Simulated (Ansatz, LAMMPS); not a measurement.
# Amorphous 86ZrO2-14SiO2 (mol %) (84 atoms): geometry optimisation

Aim: bring amorphous 86ZrO2-14SiO2 (mol %) (84 atoms) to a nearby minimum of the energy and see what moves.

Program: Ansatz 0.2.0. Level of theory: Kohn-Sham DFT, PBE, PAW (set soft_2), plane waves. Results are calculated unless marked as measured.

**1. The starting structure**

The cell holds 84 atoms: 24 Zr, 4 Si and 56 O. Cell: a = 10.403 Å, b = 10.403 Å, c = 10.403 Å, α = 90.0°, β = 90.0°, γ = 90.0°. 84 atoms (24 Zr, 4 Si, 56 O) placed at random at 4.72 g/cm³, melted at 5000 K for 10 ps at fixed volume with the Morse and Coulomb pair potential with partial charges (Pedone, Malavasi, Menziani, Cormack and Segre, J. Phys. Chem. B 110, 11780 (2006)). Quenched from 5000 K to 300 K at 50 K/ps and fixed volume, held 5 ps, then minimised at fixed cell.

Before any run, some limits are plain. The quench rate of 50 K/ps is many orders above laboratory rates, so the cell is likely richer in defects and strain than a real sample. The network of bonds at the start is that of the classical potential that made the cell. Only the Γ point is sampled in the main run, in a cell whose shortest periodic width is 10 Å.

**2. How the cell was made**

A classical potential supplies the starting structure, since it reaches far longer times than DFT.

This step: classical MD, Morse and Coulomb pair potential with partial charges (Pedone, Malavasi, Menziani, Cormack and Segre, J. Phys. Chem. B 110, 11780 (2006)) (LAMMPS 22 Jul 2025 - Update 4).

in.lmp

```
# melt-quench of Zr24Si4O56
units metal
atom_style charge
boundary p p p
region box block 0 10.4028 0 10.4028 0 10.4028
create_box 3 box
mass 1 91.2240   # Zr
mass 2 28.0850   # Si
mass 3 15.9990   # O
create_atoms 1 random 24 40749 NULL overlap 1.5 maxtry 2000
create_atoms 2 random 4 40756 NULL overlap 1.5 maxtry 2000
create_atoms 3 random 56 40763 NULL overlap 1.5 maxtry 2000
pair_style hybrid/overlay pedone 5.5 coul/long 8.0
pair_coeff * * coul/long
pair_coeff 1 3 pedone 0.206237 2.479675 2.436997 1   # Zr-O
pair_coeff 2 3 pedone 0.340554 2.006700 2.100000 1   # Si-O
pair_coeff 3 3 pedone 0.042395 1.379316 3.618701 22   # O-O
set type 1 charge 2.4
set type 2 charge 2.4
set type 3 charge -1.2
kspace_style pppm 1.0e-4
neigh_modify delay 0 every 1 check yes
thermo_style custom step time temp pe press density
thermo_modify norm yes
timestep 0.002
thermo 100
min_style cg
minimize 1e-4 1e-4 200 2000
reset_timestep 0
velocity all create 5000 40750 mom yes dist gaussian
fix lim all nve/limit 0.05
fix lan all langevin 5000 5000 0.2 40751 zero yes
thermo 500
run 1000 post no
# [... 10 lines left out ...]
thermo 1250
fix md all nvt temp 300 300 0.2
run 2500 post no
unfix md
thermo 100
min_style cg
minimize 0 1e-3 2000 20000
write_dump all custom glass.dump id type xs ys zs modify sort id
```

Started as:

```
lmp -in in.lmp -log none -nocite
```

Numbers of over 12 decimals in the logs are rounded to 6 here.

The log of the run:

```text
LAMMPS (22 Jul 2025 - Update 4)
Created orthogonal box = (0 0 0) to (10.4028 10.4028 10.4028)
Created 24 atoms
Created 4 atoms
Created 56 atoms
PPPM initialization ...
  G vector (1/distance) = 0.3866899
  grid = 12 12 12
  estimated relative force accuracy = 5.4907166e-05
   Step          Time           Temp          PotEng         Press         Density
         0   0              0             -3.9628249      1293120.6      4.7166168
        82   0.164          0             -15.459139     -165.69385      4.7166168
Loop time of 0.0599897 s on 1 MPI rank(s) for 82 steps with 84 atoms
Minimization stats:
  Stopping criterion = energy tolerance
  Energy initial, next-to-last, final =
     -3.96282492263898   -15.458331951898  -15.4591388631616
  Force two-norm initial, final = 310.97515 2.1878373
  Iterations, force evaluations = 82 108
   Step          Time           Temp          PotEng         Press         Density
[... 12 lines left out ...]
[... 1 line left out ...]
Loop time of 2.37732 s on 1 MPI rank(s) for 5000 steps with 84 atoms
   Step          Time           Temp          PotEng         Press         Density
[... 12 lines left out ...]
Loop time of 21.1414 s on 1 MPI rank(s) for 47000 steps with 84 atoms
   Step          Time           Temp          PotEng         Press         Density
[... 2 lines left out ...]
     55000   110            284.58116     -15.531279     -45175.485      4.7166168
     55500   111            265.17478     -15.532723     -48987.05       4.7166168
Loop time of 1.04145 s on 1 MPI rank(s) for 2500 steps with 84 atoms
   Step          Time           Temp          PotEng         Press         Density
     55500   111            265.17478     -15.532723     -48987.05       4.7166168
     55513   111.026        265.17478     -15.572985     -49709.317      4.7166168
Loop time of 0.0312665 s on 1 MPI rank(s) for 13 steps with 84 atoms
Minimization stats:
  Stopping criterion = linesearch alpha is zero
  Energy initial, next-to-last, final =
     -15.5327233924554  -15.5729853804539  -15.5729853804539
  Force two-norm initial, final = 12.347071 0.61610394
  Iterations, force evaluations = 13 61
```

Run time: 25 s. Hardware: 1 thread of AMD EPYC 7B13 (Zen 3), shared host; peak memory 0.071 GiB.

**3. Single point at the start**

The forces at the start show how far the geometry lies from a minimum of this functional.

input.yaml

```yaml
crystal:
  lattice:
    - [10.4028, 0.0, 0.0]
    - [0.0, 10.4028, 0.0]
    - [0.0, 0.0, 10.4028]
  atoms:
    - { symbol: Zr, position: [0.94964, 0.52872, 0.77941] }
    - { symbol: Zr, position: [0.54257, 0.31229, 0.9853] }
    - { symbol: Zr, position: [0.48615, 0.61935, 0.8636] }
    - { symbol: Zr, position: [0.18962, 0.51619, 0.24431] }
    - { symbol: Zr, position: [0.25538, 0.02963, 0.96488] }
    - { symbol: Zr, position: [0.32162, 0.22666, 0.19424] }
    - { symbol: Zr, position: [0.63025, 0.95099, 0.99682] }
    - { symbol: Zr, position: [0.28917, 0.97564, 0.448] }
    - { symbol: Zr, position: [0.91539, 0.3972, 0.48785] }
    - { symbol: Zr, position: [0.02247, 0.3212, 0.99896] }
    - { symbol: Zr, position: [0.94636, 0.84777, 0.80392] }
    - { symbol: Zr, position: [0.40216, 0.65331, 0.57892] }
    - { symbol: Zr, position: [0.74776, 0.13694, 0.79007] }
    - { symbol: Zr, position: [0.58316, 0.07952, 0.42809] }
    - { symbol: Zr, position: [0.70946, 0.76391, 0.33966] }
    - { symbol: Zr, position: [0.43792, 0.77158, 0.14773] }
    - { symbol: Zr, position: [0.07884, 0.15865, 0.72322] }
    - { symbol: Zr, position: [0.62735, 0.37972, 0.61803] }
    - { symbol: Zr, position: [0.08513, 0.71322, 0.48472] }
    - { symbol: Zr, position: [0.03253, 0.85922, 0.21052] }
    - { symbol: Zr, position: [0.55023, 0.48383, 0.32038] }
    - { symbol: Zr, position: [0.76782, 0.62495, 0.02602] }
    - { symbol: Zr, position: [0.91575, 0.98451, 0.47149] }
    - { symbol: Zr, position: [0.26184, 0.33695, 0.52751] }
    - { symbol: Si, position: [0.27279, 0.42892, 0.8222] }
    - { symbol: Si, position: [0.17485, 0.70492, 0.97327] }
    - { symbol: Si, position: [0.85171, 0.16385, 0.25589] }
    - { symbol: Si, position: [0.46414, 0.94283, 0.71756] }
    - { symbol: O, position: [0.46842, 0.78438, 0.72652] }
    - { symbol: O, position: [0.15632, 0.19712, 0.90559] }
    - { symbol: O, position: [0.62112, 0.49988, 0.96757] }
    - { symbol: O, position: [0.71653, 0.42936, 0.43515] }
    - { symbol: O, position: [0.62243, 0.86861, 0.1922] }
    - { symbol: O, position: [0.39443, 0.58881, 0.22884] }
    - { symbol: O, position: [0.26152, 0.79708, 0.54712] }
    - { symbol: O, position: [0.15096, 0.84611, 0.04124] }
    - { symbol: O, position: [0.66473, 0.14789, 0.99094] }
    - { symbol: O, position: [0.71925, 0.93307, 0.45005] }
    - { symbol: O, position: [0.9759, 0.83864, 0.60702] }
    - { symbol: O, position: [0.33556, 0.69769, 0.97872] }
    - { symbol: O, position: [0.24843, 0.54818, 0.49344] }
    - { symbol: O, position: [0.90442, 0.01328, 0.2575] }
    - { symbol: O, position: [0.34466, 0.99738, 0.78743] }
    - { symbol: O, position: [0.91917, 0.23325, 0.84467] }
    - { symbol: O, position: [0.46365, 0.98114, 0.56293] }
    - { symbol: O, position: [0.70128, 0.15392, 0.28686] }
    - { symbol: O, position: [0.59156, 0.99512, 0.78933] }
    - { symbol: O, position: [0.46707, 0.39266, 0.49087] }
    - { symbol: O, position: [0.55038, 0.54958, 0.68569] }
    - { symbol: O, position: [0.61006, 0.29056, 0.79622] }
    - { symbol: O, position: [0.20954, 0.12738, 0.55848] }
    - { symbol: O, position: [0.49863, 0.34344, 0.1854] }
    - { symbol: O, position: [0.83048, 0.68374, 0.83372] }
    - { symbol: O, position: [0.68175, 0.60646, 0.21555] }
    - { symbol: O, position: [0.01595, 0.47816, 0.33959] }
    - { symbol: O, position: [0.90144, 0.07476, 0.65213] }
    - { symbol: O, position: [0.18117, 0.35442, 0.11518] }
    - { symbol: O, position: [0.90646, 0.77704, 0.37106] }
    - { symbol: O, position: [0.31328, 0.57081, 0.74915] }
    - { symbol: O, position: [0.55435, 0.66318, 0.43416] }
    - { symbol: O, position: [0.98608, 0.57502, 0.58782] }
    - { symbol: O, position: [0.13495, 0.59874, 0.06896] }
    - { symbol: O, position: [0.08062, 0.70079, 0.84862] }
    - { symbol: O, position: [0.89769, 0.47999, 0.97076] }
    - { symbol: O, position: [0.20016, 0.07066, 0.15846] }
    - { symbol: O, position: [0.387, 0.43695, 0.92354] }
    - { symbol: O, position: [0.06851, 0.32282, 0.59792] }
    - { symbol: O, position: [0.59861, 0.74517, 0.98129] }
    - { symbol: O, position: [0.40257, 0.1251, 0.35514] }
    - { symbol: O, position: [0.25829, 0.34775, 0.33584] }
    - { symbol: O, position: [0.1439, 0.70938, 0.29356] }
    - { symbol: O, position: [0.91066, 0.24286, 0.14516] }
    - { symbol: O, position: [0.6597, 0.18463, 0.57786] }
    - { symbol: O, position: [0.38372, 0.86549, 0.31169] }
    - { symbol: O, position: [0.8876, 0.76715, 0.1006] }
    - { symbol: O, position: [0.39463, 0.18038, 0.01573] }
    - { symbol: O, position: [0.42868, 0.93139, 0.02946] }
    - { symbol: O, position: [0.81892, 0.41464, 0.66903] }
    - { symbol: O, position: [0.90779, 0.2029, 0.40463] }
    - { symbol: O, position: [0.09843, 0.93701, 0.39673] }
    - { symbol: O, position: [0.80882, 0.95921, 0.8928] }
    - { symbol: O, position: [0.11956, 0.4366, 0.84411] }
    - { symbol: O, position: [0.08865, 0.98162, 0.82352] }
    - { symbol: O, position: [0.30715, 0.32783, 0.71644] }
kpoints:
  mp_grid: { grid: [1, 1, 1] }
hamiltonian:
  xc: pbe
scf:
  occupations: { method: fermi_dirac, width: 0.025 }
output:
  forces: true
```

Started as:

```
ansatz run input.yaml --threads 4 --pin off --max-ram 8192MiB --backend cpu --events-out ev --progress --plain --runs-dir out
```

The log of the run:

```text
Engine: ansatz 0.2.0, x86_64-unknown-linux-gnu
Pseudopotentials: kind: paw
Pseudopotential: Zr, paw, valence charge 12, recommended cutoff 420 eV (normal), Zr.paw.azcp
Pseudopotential: Si, paw, valence charge 4, recommended cutoff 420 eV (normal), Si.paw.azcp
Pseudopotential: O, paw, valence charge 6, recommended cutoff 420 eV (normal), O.paw.azcp
[... 5 lines on functional and potentials left out ...]
Crystal: 84 atoms, lattice volume = 1125.773 Å³
Basis set: ecut = 420 eV, 22119 PW (Γ), exchange–correlation on 144×144×144 points (8 copies of the dense FFT grid, shifted against one another)
Bands: 404, of which v1, the nominal top of the filled ones, is band 320 counted from 1 (319 counted from 0)
Symmetry: 1 space group operations
Space group: P1 (ITA 1), of the structure as read, at distance tolerance 1.0e-4 Å
k-points: 1
[... 7 lines on functional and potentials left out ...]
Initial density: superposition of atomic densities (neutral atoms: chi_scale 0, normalization atom), corrected by the library's trained network
Initial wavefunctions: pseudopotential atomic-orbital guess
Functional: x = pbe(κ = 0.804, μ = 0.219515), c = pbe(β = 0.066725)
SCF iter   1: F=—  HF=-134857.445327 eV  |F-HF|=—  |Δ(HF+E_count)|=         —  Δρ=4.21e-3  dr2=1.67e-1  ethr=1.77e-3  ⟨swp⟩=6.0  Hψ=1494  notcnv=0  defer=47
preconditioner: auto → Resta (q_TF=auto, 2.483 Å⁻¹)  ε∞=3.9  [insulator: Δε(μ)=3.236 eV  Ē_g=15.846 eV  σ=0.025 eV  W_gap=1.00  n_scr=256 (ndim 8)  ℏωp=26.9 eV  f_vac=0.079  D(μ)=0.00/eV (n_scr^D=0)  ε∞_Penn≈3.9]
SCF iter   2: F=—  HF=-134857.423779 eV  |F-HF|=—  |Δ(HF+E_count)|=   2.15e-2  Δρ=2.21e-3  dr2=2.97e-2  ethr=2.60e-5  ⟨swp⟩=2.0  Hψ=795  notcnv=0  defer=74
SCF iter   3: F=—  HF=-134857.425546 eV  |F-HF|=—  |Δ(HF+E_count)|=   1.77e-3  Δρ=1.02e-3  dr2=8.48e-3  ethr=4.64e-6  ⟨swp⟩=2.0  Hψ=511  notcnv=0  defer=41
automatic band count: iteration 3 solves 371 bands in place of 404: the levels show a gap, and the empty bands left out lie too high to hold charge; the band table lists the bands solved (type scf.n_extra_bands for more)
SCF iter   4: F=—  HF=-134857.427750 eV  |F-HF|=—  |Δ(HF+E_count)|=   2.20e-3  Δρ=2.71e-4  dr2=8.20e-4  ethr=1.33e-6  ⟨swp⟩=2.0  Hψ=502  notcnv=0  defer=41
SCF iter   5: F=—  HF=-134857.428020 eV  |F-HF|=—  |Δ(HF+E_count)|=   2.70e-4  Δρ=1.72e-4  dr2=3.33e-4  ethr=1.28e-7  ⟨swp⟩=2.0  Hψ=552  notcnv=0  defer=41
SCF iter   6: F=—  HF=-134857.428037 eV  |F-HF|=—  |Δ(HF+E_count)|=   1.68e-5  Δρ=5.54e-5  dr2=3.65e-5  ethr=5.21e-8  ⟨swp⟩=2.0  Hψ=502  notcnv=0  defer=41
SCF iter   7: F=—  HF=-134857.430556 eV  |F-HF|=—  |Δ(HF+E_count)|=   2.52e-3  Δρ=3.63e-5  dr2=1.43e-5  ethr=5.71e-9  ⟨swp⟩=2.0  Hψ=677  notcnv=0  defer=41
SCF iter   8: F=—  HF=-134857.430559 eV  |F-HF|=—  |Δ(HF+E_count)|=   2.71e-6  Δρ=1.00e-5  dr2=1.46e-6  ethr=2.23e-9  ⟨swp⟩=2.0  Hψ=553  notcnv=0  defer=41
SCF iter   9: F=—  HF=-134857.430561 eV  |F-HF|=—  |Δ(HF+E_count)|=   1.72e-6  Δρ=6.11e-6  dr2=4.60e-7  ethr=2.27e-10  ⟨swp⟩=2.0  Hψ=510  notcnv=0  defer=41
SCF iter  10: F=—  HF=-134857.430561 eV  |F-HF|=—  |Δ(HF+E_count)|=   1.29e-7  Δρ=3.36e-6  dr2=1.29e-7  ethr=7.19e-11  ⟨swp⟩=2.0  Hψ=552  notcnv=0  defer=41
SCF iter  11: F=-134857.430561 eV  HF=-134857.430561 eV  |F-HF|=7.45e-9  |Δ(HF+E_count)|=   2.37e-8  Δρ=9.19e-7  dr2=1.22e-8  ethr=1.56e-11  ⟨swp⟩=4.0  Hψ=940  notcnv=0
SCF 1 converged in 11 iterations: F = -134857.430561 eV  dr2 = 1.22e-8
  greatest PAW one-centre occupation: 0.995 electrons in one spin orbital (limit 2), on the Zr atom at site 10 (counted from 0), in its partial waves of l = 0
SCF converged after 11 iterations
Free energy (F): -134857.430561 eV
Harris-Foulkes:  -134857.430561 eV  (|F-HF|=7.45e-9)
Internal energy: -134857.430561 eV  (E = F + TS)
E sigma→0 (E₀):  -134857.430561 eV
Fermi energy:    9.510728 eV
--- Per-component energies (eV) ---
  E_band       = -3777.605524
  E_kinetic    = 17997.693255
  E_local      = -41825.159484  (includes V_loc(G=0)·N_el)
  E_nonlocal   = 4599.048286
  E_hartree    = 14714.154415
  E_xc         = -8265.077794
  E_vxc        = -10081.212629  (∫ρ·V_xc dr)
  E_paw        = -81769.440037  (= ΣΔE_a)
  E_vpaw       = -3896.419425  (= ΣTr[D̂ρ^β])
  E_aug_tail   = 0.139181  (compensation charges beyond the density's cutoff)
  E_ewald      = -40308.788381
  E_smearing   = -0.000000  (= −TS)
  E_closure    = -0.000000  (closes the sum)
  Σ components = -134857.430561   (vs F -134857.430561, Δ=0.00e0)
--- Forces (eV/Å), atoms counted from 1 ---
  atom   1  Zr    -0.67368884     0.32395247    -0.76029723
  atom   2  Zr    -0.18361920    -0.66400470     0.17016279
  atom   3  Zr     0.16984476    -0.87496545    -0.09959336
  atom   4  Zr    -0.66368957     0.28406942     0.14514543
  atom   5  Zr    -0.35019162    -0.08265664    -0.02809062
  atom   6  Zr    -0.83770265    -1.10589847    -0.29424091
  atom   7  Zr    -0.25322515     0.43620177     0.47636287
  atom   8  Zr    -0.22200046    -0.51644148    -0.46588722
  atom   9  Zr     0.70526598     0.26537698    -1.52293955
  atom  10  Zr     0.05649820    -0.79852749     1.14162367
  atom  11  Zr     0.58693150     1.42789584    -0.73632707
  atom  12  Zr    -0.78833610    -0.80717156    -0.72504700
  atom  13  Zr     0.29296212     0.58412428    -0.34018360
  atom  14  Zr     1.37683745     1.43255768     0.05392748
[...]
atom  83  O     -0.12995390    -0.32473946     0.04714044
  atom  84  O      0.37562971    -1.96395308    -1.27697886
  max |Σ_I F_I| component: 5.74e-5 eV/Å
```

It took 10 s on 4 threads of AMD EPYC 7B13 (Zen 3), shared host; peak memory 1.6 GiB; 37 s of CPU time.

In the SCF lines HF is the Harris–Foulkes energy and dr2 the Hartree energy of the density residual, in eV; the loop may stop once dr2 is under the threshold and the program's other checks hold. Hψ counts applications of the Hamiltonian.

Numbers from this run:

* free energy: -134857.4306 eV
* free energy per atom: -1605.4456 eV/atom
* SCF cycles: 11
* r.m.s. force component: 0.6551 eV/Å
* longest force: 3.118 eV/Å
* Fermi energy: 9.511 eV

The r.m.s. force component of 0.66 eV/Å sets the starting point.

Neighbours are counted within 2.82 Å (O-Zr), 2.12 Å (O-Si).

Length of the force by element and coordination:

```tsv
element	coordination	atoms	mean length of the force (eV/Å)	spread	least	most
O	all	56	0.756	0.697	0.0645	3.12
O	2	9	1.77	1.03	0.448	3.12
O	3	43	0.579	0.385	0.0645	1.96
O	4	4	0.365	0.074	0.287	0.484
Si	all	4	1.96	0.825	1.14	2.89
Zr	all	24	1.01	0.509	0.324	2.30
Zr	5	3	1.51	0.489	0.839	1.99
Zr	6	15	1.04	0.504	0.324	2.30
Zr	7	6	0.689	0.226	0.361	0.976
```

(Part 1 of 4 ends here.)

[Logs are printed without paths, hosts, clocks, repeated set-up lines and the standing remarks that a program may print on its own settings, such as how far it seeks lower states.]

[Hosts, paths, dates, database ids (printed as entryN), source tags and the programs' standing remarks are cut or masked in the printed files.]
